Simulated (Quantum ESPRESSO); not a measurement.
## HfO2, fluorite: band edges under a change of volume

How fast do the gaps move when the cell is scaled evenly? The symmetry of the cell is held, so distortions that would lower it, which this phase may prefer, aren't tested.

Calculated with Quantum ESPRESSO 7.5, PBEsol, PseudoDojo 0.4.1 norm-conserving potentials, cutoff 1170 eV, Fermi–Dirac smearing 0.02 eV, k-mesh 10×10×10, no spin polarisation, no spin-orbit coupling.

Reference cell, relaxed at zero pressure with PBEsol (Fm-3m): a = 3.5509 Å, b = 3.5509 Å, c = 3.5509 Å, α = 60.00°, β = 60.00°, γ = 60.00°.

```
atom       x       y       z
  Hf  0.0000  0.0000  0.0000
   O  0.2500  0.2500  0.2500
   O  0.7500  0.7500  0.7500
```

Levels are read on the k-mesh and along lines from Γ to X = (0.5, 0, 0.5), L = (0.5, 0.5, 0.5), K = (0.375, 0.375, 0.75) and W = (0.5, 0.25, 0.75) in the reciprocal basis of this cell (the letters only name these points), and count from the highest filled level.

```csv
ln(V/V0),gap (eV),direct gap at Γ (eV),lowest empty at X (eV)
−0.0619,3.938,4.697,3.938
−0.0408,3.885,4.643,3.885
−0.0202,3.833,4.589,3.833
0.0000,3.782,4.535,3.782
0.0392,3.682,4.426,3.682
0.0583,3.633,4.372,3.633
```

**Question.** Fit the direct gap at Γ and give it at ln(V/V0) = 0.0198, a row left out above.

A straight line through the 6 rows: the means are −0.004233 for ln(V/V0) and 4.5437 for the level, Σ(Δx)² = 0.01073 and ΣΔxΔy = −0.02908, so the slope is −0.02908/0.01073 = −2.7096 and the intercept 4.5437 − (−2.7096)(−0.004233) = 4.5322.

The slope is the volume deformation potential of this gap, −2.71 eV, as a mean over the range. The line gives 4.479 eV. The run itself gives 4.481 eV, so the estimate misses by 0.002 eV; the fitted rows themselves lie up to 0.003 eV off the law.

The gap lies below the direct one at Γ in every row. Semilocal functionals give gaps that are too small, and the error differs from valley to valley, so the order of close valleys can be wrong too.

[Logs are printed without paths, hosts, clocks, repeated set-up lines and the standing remarks that a program may print on its own settings, such as how far it seeks lower states.]
